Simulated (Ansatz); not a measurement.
# Structural relaxation of a frame of liquid dimethyl carbonate from 300 K (180 atoms), part 3 of 3

Aim: bring a frame of liquid dimethyl carbonate from 300 K (180 atoms) to a nearby minimum of the energy and see what moves.

Ansatz 0.2.0; Kohn-Sham DFT, r2SCAN+D3(BJ), PAW (set soft_2), plane waves.

The cell: 45 C, 45 O and 90 H. The network of contacts between molecules at the start is that of the classical potential that made the cell. The Brillouin zone is sampled at Γ only, in a cell whose shortest periodic width is 13 Å.

So far, density (g/cm³): step 4 (local order after relaxation) 1.07.

## (5) Single point at the relaxed geometry

One more single point at the end of the walk gives the fuller output and checks the residual forces.

The input, input.yaml:

```yaml
crystal:
  lattice:
    - [12.78752, 0.0, 0.0]
    - [0.0, 12.78752, 0.0]
    - [0.0, 0.0, 12.78752]
  atoms:
    - { symbol: C, position: [0.00243, 0.31524, 0.47603] }
    - { symbol: O, position: [0.91501, 0.31074, 0.54693] }
    - { symbol: C, position: [0.84703, 0.38906, 0.53691] }
    - { symbol: O, position: [0.85216, 0.45989, 0.47461] }
    - { symbol: O, position: [0.77202, 0.37587, 0.60852] }
    - { symbol: C, position: [0.69421, 0.45704, 0.60895] }
    - { symbol: H, position: [0.04658, 0.24404, 0.49011] }
    - { symbol: H, position: [0.97423, 0.31714, 0.39577] }
    - { symbol: H, position: [0.0495, 0.38444, 0.49212] }
    - { symbol: H, position: [0.73109, 0.53345, 0.61428] }
    - { symbol: H, position: [0.64661, 0.44212, 0.67768] }
    - { symbol: H, position: [0.64776, 0.4542, 0.53773] }
    - { symbol: C, position: [0.64551, 0.95305, 0.93354] }
    - { symbol: O, position: [0.67384, 0.03493, 0.86165] }
    - { symbol: C, position: [0.72978, 0.00296, 0.77951] }
    - { symbol: O, position: [0.75726, 0.91412, 0.76228] }
    - { symbol: O, position: [0.75008, 0.08634, 0.72049] }
    - { symbol: C, position: [0.81015, 0.06581, 0.62716] }
    - { symbol: H, position: [0.60505, 0.8907, 0.89219] }
    - { symbol: H, position: [0.71486, 0.9231, 0.97281] }
    - { symbol: H, position: [0.5933, 0.98978, 0.98947] }
    - { symbol: H, position: [0.88242, 0.0255, 0.64716] }
    - { symbol: H, position: [0.826, 0.14214, 0.59368] }
    - { symbol: H, position: [0.76432, 0.01876, 0.57316] }
    - { symbol: C, position: [0.55427, 0.61604, 0.92577] }
    - { symbol: O, position: [0.46645, 0.68223, 0.95006] }
    - { symbol: C, position: [0.48225, 0.74846, 0.02873] }
    - { symbol: O, position: [0.56174, 0.75735, 0.07934] }
    - { symbol: O, position: [0.39447, 0.80322, 0.04239] }
    - { symbol: C, position: [0.39593, 0.87526, 0.12863] }
    - { symbol: H, position: [0.52869, 0.56703, 0.8614] }
    - { symbol: H, position: [0.62149, 0.66322, 0.90359] }
    [... 142 atom lines left out ...]
    - { symbol: H, position: [0.56074, 0.34845, 0.40114] }
    - { symbol: H, position: [0.53629, 0.21342, 0.38116] }
    - { symbol: H, position: [0.57624, 0.25904, 0.50736] }
    - { symbol: H, position: [0.83156, 0.2984, 0.14054] }
    - { symbol: H, position: [0.82708, 0.1593, 0.14578] }
    - { symbol: H, position: [0.94127, 0.22707, 0.18987] }
kpoints:
  mp_grid: { grid: [1, 1, 1] }
hamiltonian:
  xc: r2scan
  dispersion: d3bj
scf:
  occupations: { method: fixed }
output:
  forces: true
  stress: true
  populations: true
  dos:
    method: { smearing: { sigma: 0.15 } }
    de: 0.1
    projected: { site_lists: { C: [C], H: [H], O: [O] } }
  eigenvalues: true
  write_density: true
  write_potential: true
  volumetric_format: npy
```

Command:

```sh
$ ansatz run input.yaml --threads 4 --pin off --max-ram 8192MiB --backend cpu --events-out ev --progress --plain --runs-dir out
```

Log:

```text
[...]
Crystal: 180 atoms, lattice volume = 2091.024 Å³
Basis set: ecut = 500 eV, 52923 PW (Γ), exchange–correlation on 384×384×384 points (64 copies of the dense FFT grid, shifted against one another)
Bands: 450, of which v1, the nominal top of the filled ones, is band 270 counted from 1 (269 counted from 0)
Symmetry: 1 space group operations
[...]
k-points: 1
[...]
SCF iter   1: F=—  HF=-38336.485090 eV  |F-HF|=—  |Δ(HF+E_count)|=         —  Δρ=7.25e-3  dr2=9.64e-1  dr2_τ=1.46e1  ethr=1.77e-3  ⟨swp⟩=5.0  Hψ=1553  notcnv=0  defer=177
[...]
SCF iter  11: F=-38334.620440 eV  HF=-38334.620440 eV  |F-HF|=4.25e-8  |Δ(HF+E_count)|=   2.28e-7  Δρ=7.44e-7  dr2=1.22e-8  dr2_τ=1.84e-9  ethr=1.85e-11  ⟨swp⟩=10.0  Hψ=2720  notcnv=0
SCF 1 converged in 11 iterations: F = -38334.620440 eV  dr2 = 1.22e-8
[...]
WARN: The input density's exchange-correlation potential varies sharply where the density is thin. Do not read a vacuum level from v_tot or v_xc, or from such a field of the output density. On a cell that repeats whose density bears no net charge and no dipole along the vacuum's axis use v_es (v_loc + v_h of the components); [...]
SCF converged after 11 iterations
Free energy (F): -38334.620440 eV
[...]
Internal energy: -38334.620440 eV  (E = F + TS)
E sigma→0 (E₀):  -38334.620440 eV
Fermi energy:    -2.347199 eV
[...]
--- Forces (eV/Å), atoms counted from 1 ---
  atom   1  C     -0.00197057    -0.00009765     0.00168403
  atom   2  O      0.00275247     0.00371967     0.00081881
  atom   3  C      0.00455900     0.00103360    -0.00703515
  atom   4  O     -0.00379195    -0.00422927     0.00523163
  atom   5  O     -0.00527335     0.00507387    -0.00088346
  atom   6  C      0.00432060    -0.00396353    -0.00038587
  atom   7  H     -0.00188099     0.00140806    -0.00110717
  atom   8  H      0.00075796    -0.00057198     0.00085996
  atom   9  H     -0.00184090    -0.00326066     0.00034686
  atom  10  H     -0.00242444    -0.00247134     0.00007738
  atom  11  H      0.00080346    -0.00008920    -0.00049603
  atom  12  H      0.00032844     0.00167090     0.00180475
  atom  13  C     -0.00029223    -0.00434540     0.00070047
  atom  14  O     -0.00239982     0.00129684    -0.00063948
[...]
atom 179  H      0.00129650     0.00258813     0.00135194
  atom 180  H      0.00095183    -0.00030861     0.00052915
  max |Σ_I F_I| component: 1.38e-4 eV/Å
--- Stress (GPa, compression-positive) ---
       -0.436147       0.042349      -0.000600
        0.042349      -0.422549       0.004226
       -0.000600       0.004227      -0.521923
  P = ⅓ Tr σ = -0.4602 GPa (-4.602 kbar)
--- Band table (eV) ---
[...]
--- Löwdin populations: 180 sites ---
  site symbol       q [e]
     0      C      4.2142
     1      O      6.2893
     2      C      3.2384
[...]
179      H      0.7685
  spilling = 0.014429 (of n_electrons = 540.000000)
```

Run time: 49 s. Hardware: 4 threads of Intel Xeon Platinum 8559C (Emerald Rapids), shared host; peak memory 5.8 GiB.

The program notes that the exchange-correlation potential is rough where the density is thin.

Read from the output:

| Property | Result |
| --- | --- |
| free energy | -38334.6204 eV |
| free energy per atom | -212.9701 eV/atom |
| SCF cycles | 11 |
| pressure | -0.4602 GPa |
| r.m.s. force component | 0.00501 eV/Å |
| longest force | 0.03957 eV/Å |
| Fermi energy | -2.347 eV |
| gap (highest filled to lowest empty level) | 6.258 eV |
| spilling of the projection | 0.01443 |

Löwdin charges by element and coordination (they lack the spilled electrons, 0.043 e an atom on average):

```csv
element,coordination,atoms,mean charge (e),spread,least,most
C,all,45,0.110,0.457,-0.224,0.762
C,3,15,0.755,0.0044,0.748,0.762
C,4,30,-0.213,0.0038,-0.224,-0.204
H,all,90,0.208,0.0126,0.186,0.234
O,all,45,-0.353,0.0856,-0.486,-0.284
O,1,15,-0.473,0.0059,-0.486,-0.464
O,2,30,-0.292,0.0039,-0.299,-0.284
```

States in the cell by windows of 1 eV, zero at the Fermi level; the larger projections on atomic orbitals stand beside the total:

```csv
from (eV),to (eV),total,O p,C p,H s,O s,C s
-14,-13,0.4,0.1,0.0,0.1,0.0,0.2
-13,-12,29.6,10.2,1.6,5.3,0.1,11.9
-12,-11,12.3,1.8,0.7,3.7,0.6,5.3
-11,-10,17.7,2.7,1.0,5.4,0.8,7.6
-10,-9,0.0,0.0,0.0,0.0,0.0,0.0
-9,-8,7.1,1.9,1.7,1.3,0.9,1.1
-8,-7,34.0,11.3,9.4,5.2,3.6,3.9
-7,-6,34.1,15.9,13.3,2.6,1.4,0.3
-6,-5,45.2,24.5,11.1,3.0,5.3,0.6
-5,-4,60.7,19.1,26.7,12.5,1.1,0.4
-4,-3,46.1,15.6,20.3,8.5,1.1,0.2
-3,-2,52.4,17.3,19.5,12.3,2.3,0.1
-2,-1,23.9,14.0,4.5,3.7,1.1,0.1
-1,0,80.4,68.0,4.8,6.6,0.0,0.1
0,1,6.1,5.9,0.1,0.1,0.0,0.0
1,5,0.0,0.0,0.0,0.0,0.0,0.0
```

With fixed occupations the program's Fermi level is the highest filled level; weight inside the gap is the broadening of levels at its edges.

Between -24 and -14 eV lie 90 more states.

The levels nearest the highest filled one (over half full), pooled over k-points and spins:

```csv
level less the highest filled one (eV),occupation
-0.134,2
-0.130,2
-0.103,2
-0.0328,2
-0.0129,2
0,2
6.26,0
6.74,0
6.77,0
6.83,0
6.86,0
6.89,0
```

Electrostatic potential energy in the ac plane at fractional y = 0.259, with atoms of H and O and C within 0.2 Å of it. With pseudopotentials it is smooth inside the atoms' cores, unlike the true potential.

Ten even steps from '0' (-44 eV) to '9' (6 eV), each cell a mean:
```
999999999998745899999999999999999999
999999999999999999998669999998999999
999999999999999999986348999974567889
999999999999999999610179999986315899
999999999999999999710168999998767999
999999999999999999877516999999846999
999999999999999989999988999999989999
999999999999998436999999999999999999
999999999999998426999999999999999999
999999999999999999999999999999999999
999999999999999999998899999999997689
756899999999999999983289999999998888
645899999999999999984368889999999987
889999999999999999850014214999999998
999999999999999999873244002899999999
999999988899999999998888413687899999
999998534689999999999997300231279999
999996000689999999999962012541279999
999841024899999999999930048887447889
999710169999997689999985689986105779
999965699999998534899999999997557999
999999999999987100699999999999999999
999999999999632435899999999999999999
999999999998200389999999999999999999
```
Columns run along a (12.8 Å; values clipped at the 3rd and 97th percentile), rows up along c (12.8 Å). Atoms in or near the plane, at fractional coordinates: H at (0.05, 0.49), O at (0.38, 0.02), C at (0.56, 0.83), H at (0.60, 0.90), H at (0.62, 0.76), C at (0.20, 0.26), O at (0.14, 0.18), C at (0.58, 0.42), O at (0.69, 0.40), C at (0.72, 0.30), O at (0.65, 0.23), H at (0.58, 0.51).

Valence density in the ac plane at fractional y = 0.259, with atoms of H and O and C within 0.2 Å of it. It is the smooth field of the valence electrons, not physical close to the nuclei.

Values in e/Å³, 13 rows by 16 columns, each cell a mean:
```
0.0 0.0 0.0 0.2 0.3 0.6 1.1 0.1 0.0 0.2 0.1 0.0 0.1 0.1 0.1 0.0
0.0 0.0 0.0 0.2 0.3 0.0 0.0 0.1 0.6 1.5 0.3 0.0 0.4 1.3 0.7 0.2
0.0 0.0 0.0 0.0 0.0 0.0 0.0 0.1 0.9 1.6 0.5 0.0 0.1 0.7 0.7 0.1
0.0 0.0 0.0 0.0 0.0 0.0 0.3 0.6 0.2 0.3 0.2 0.0 0.0 0.1 0.2 0.0
0.0 0.0 0.0 0.1 0.1 0.1 1.1 2.5 0.2 0.0 0.0 0.0 0.0 0.0 0.1 0.0
0.1 0.1 0.0 0.1 0.1 0.0 0.1 0.2 0.1 0.1 0.0 0.0 0.0 0.1 0.8 0.4
1.2 0.4 0.0 0.0 0.0 0.0 0.0 0.0 0.3 1.4 0.3 0.2 0.0 0.1 0.4 0.5
0.3 0.1 0.0 0.0 0.0 0.0 0.0 0.0 0.7 1.6 2.2 3.9 0.3 0.0 0.0 0.2
0.0 0.0 0.1 0.4 0.5 0.1 0.0 0.0 0.2 0.3 0.8 2.1 1.0 1.4 0.1 0.0
0.0 0.2 1.2 1.6 0.7 0.1 0.0 0.0 0.0 0.5 3.6 1.9 1.5 2.5 0.3 0.1
0.0 1.0 4.9 1.0 0.1 0.0 0.4 0.4 0.1 0.3 2.6 0.7 0.3 1.4 1.0 0.3
0.0 0.1 0.5 0.1 0.0 0.2 0.8 1.5 0.5 0.0 0.0 0.0 0.1 0.5 0.2 0.0
0.0 0.0 0.0 0.0 0.1 2.2 4.0 0.6 0.2 0.0 0.0 0.0 0.0 0.0 0.0 0.0
```
Columns run along a (12.8 Å), rows up along c (12.8 Å). Atoms in or near the plane, at fractional coordinates: H at (0.05, 0.49), O at (0.38, 0.02), C at (0.56, 0.83), H at (0.60, 0.90), H at (0.62, 0.76), C at (0.20, 0.26), O at (0.14, 0.18), C at (0.58, 0.42), O at (0.69, 0.40), C at (0.72, 0.30), O at (0.65, 0.23), H at (0.58, 0.51).

Mean Löwdin charges: C +0.11, H +0.21, O -0.35 e (they miss 1.4 % of the electrons, so they add up to more than the cell's charge). The largest share in the top eV of filled states is O p (86 % of the projected weight), and in the lowest eV of empty states C p (46 % of the projected weight).

The surroundings of C99, picked at random, nearest first, numbered as they follow in the input and with coordinates relative to it.

| atom | x | y | z | distance (Å) | bonds | Löwdin charge (e) |
| --- | --- | --- | --- | --- | --- | --- |
| C99 | 0.00 | 0.00 | 0.00 | 0.00 | 3 | 0.76 |
| O100 | 1.07 | -0.01 | -0.55 | 1.21 | 1 | -0.47 |
| O101 | -0.80 | 1.06 | 0.16 | 1.33 | 2 | -0.30 |
| O98 | -0.60 | -1.05 | 0.56 | 1.34 | 2 | -0.30 |
| C97 | 0.12 | -2.29 | 0.42 | 2.33 | 4 | -0.21 |
| C102 | -0.28 | 2.29 | -0.39 | 2.34 | 4 | -0.21 |
| H104 | 0.30 | -2.50 | -0.64 | 2.59 | 1 | 0.21 |
| H106 | -0.03 | 2.16 | -1.44 | 2.60 | 1 | 0.20 |
| H105 | 1.07 | -2.23 | 0.95 | 2.65 | 1 | 0.20 |
| H107 | 0.61 | 2.58 | 0.16 | 2.66 | 1 | 0.21 |

The column of bonds counts only the pairs H-C within 1.34 Å, C-O within 1.73 Å; other neighbours, such as metal atoms beside each other in a compound, aren't counted, and periodic images can show an atom twice.

## (6) Other settings

Changed here: scf.mixing.algorithm = "msr1", scf.mixing.beta = 0.9 and scf.mixing.ndim = 16.

The input, input.yaml:

```yaml
crystal:
  lattice:
    - [12.78752, 0.0, 0.0]
    - [0.0, 12.78752, 0.0]
    - [0.0, 0.0, 12.78752]
  atoms:
    [... the 180 atom lines of step 2 ...]
kpoints:
  mp_grid: { grid: [1, 1, 1] }
hamiltonian:
  xc: r2scan
  dispersion: d3bj
scf:
  occupations: { method: fixed }
  mixing: { algorithm: msr1, beta: 0.9, ndim: 16 }
output:
  forces: true
  stress: true
  populations: intrinsic
  dos:
    method: { smearing: { sigma: 0.1 } }
    de: 0.1
    projected: { site_lists: { C: [C], H: [H], O: [O] } }
  eigenvalues: true
```

Log:

```text
[...]
Crystal: 180 atoms, lattice volume = 2091.024 Å³
Basis set: ecut = 500 eV, 52923 PW (Γ), exchange–correlation on 384×384×384 points (64 copies of the dense FFT grid, shifted against one another)
Bands: 450, of which v1, the nominal top of the filled ones, is band 270 counted from 1 (269 counted from 0)
Symmetry: 1 space group operations
[...]
k-points: 1
[...]
SCF iter   1: F=—  HF=-38327.873563 eV  |F-HF|=—  |Δ(HF+E_count)|=         —  Δρ=7.69e-3  dr2=1.11e0  dr2_τ=1.41e1  ethr=1.77e-3  ⟨swp⟩=5.0  Hψ=1558  notcnv=0  defer=178
[...]
SCF iter  10: F=—  HF=-38326.091992 eV  |F-HF|=—  |Δ(HF+E_count)|=   1.81e-6  Δρ=2.61e-6  dr2=1.41e-7  dr2_τ=1.79e-8  ethr=1.85e-11  ⟨swp⟩=17.0  Hψ=3265  notcnv=0
SCF iter  11: F=-38326.091992 eV  HF=-38326.091992 eV  |F-HF|=3.65e-8  |Δ(HF+E_count)|=   1.89e-7  Δρ=7.80e-7  dr2=1.59e-8  dr2_τ=1.53e-9  ethr=1.85e-11  ⟨swp⟩=5.0  Hψ=1592  notcnv=0
SCF 1 converged in 11 iterations: F = -38326.091992 eV  dr2 = 1.59e-8
[...]
SCF converged after 11 iterations
Free energy (F): -38326.091992 eV
[...]
Internal energy: -38326.091992 eV  (E = F + TS)
E sigma→0 (E₀):  -38326.091992 eV
Fermi energy:    -2.264905 eV
[...]
Σ components = -38326.091992   (vs F -38326.091992, Δ=0.00e0)
--- Forces (eV/Å), atoms counted from 1 ---
  atom   1  C      1.16281405     0.15035473    -1.12198607
  atom   2  O     -1.29898329     0.74684573     1.06421687
  atom   3  C      0.47988428     0.20540099     0.28396413
  atom   4  O      0.30251596    -0.40457117     0.06467589
[...]
atom 180  H     -0.20412644    -0.49482190     0.00056594
  max |Σ_I F_I| component: 1.26e-4 eV/Å
--- Stress (GPa, compression-positive) ---
       -2.375014      -0.843235      -0.078334
       -0.843235      -1.238662      -0.272419
       -0.078334      -0.272419      -1.807145
  P = ⅓ Tr σ = -1.8069 GPa (-18.069 kbar)
--- Band table (eV) ---
[...]
--- intrinsic populations: 180 sites ---
  site symbol       q [e]
     0      C      4.2860
     1      O      6.3649
     2      C      3.3016
[...]
179      H      0.8053
  spilling = 0.000000 (of n_electrons = 540.000000)
```

The job ended after 45 s (4 threads; peak memory 5.8 GiB).

Geometry and reference: those of the single point at the start.

Forces differ from those of the single point at the start by 0.003 meV/Å r.m.s., 3.0e-4 % of their size. It took 1.0 times the reference's time (shared host, so rough).

## (7) Results

| Property | Result |
| --- | --- |
| energy change in the relaxation | -47.38 meV/atom |
| r.m.s. displacement | 1.163 Å |
| largest displacement | 2.905 Å |
| free energy per atom | -212.9701 eV/atom |
| pressure | -0.4602 GPa |
| r.m.s. force component | 0.00501 eV/Å |
| gap (highest filled to lowest empty level) | 6.258 eV |
| wall time of the 4 DFT runs | 40 min |

Relaxation lowers the energy by 47.4 meV/atom and moves atoms by 1.2 Å r.m.s.; the r.m.s. force component goes from 0.93 to 0.0050 eV/Å, the pressure goes from -1.8 to -0.46 GPa, and the gap from 5.93 to 6.26 eV. By the final cutoffs no bond was broken or made. First to last step the energy falls by 8.528 eV; the largest move, 2.91 Å, is that of H180. The H-C bonds change most in mean length: from 1.098 Å (spread 0.028) to 1.087 Å (spread 0.002). With the cutoffs above, 67 % of C atoms have 4, all H atoms have 1 and 67 % of O atoms have 2 bonded neighbours. The highest filled and lowest empty levels differ by 6.26 eV (at Γ alone); a semilocal functional tends to put such gaps too low. In a disordered cell it changes from sample to sample and from frame to frame.

Caveats: The network of contacts between molecules at the start is that of the classical potential that made the cell; in DFT atoms moved by 1.2 Å r.m.s.

[Logs are printed without paths, hosts, clocks, repeated set-up lines and the standing remarks that a program may print on its own settings, such as how far it seeks lower states.]

[Hosts, paths, dates, database ids (printed as entryN), source tags and the programs' standing remarks are cut or masked in the printed files.]
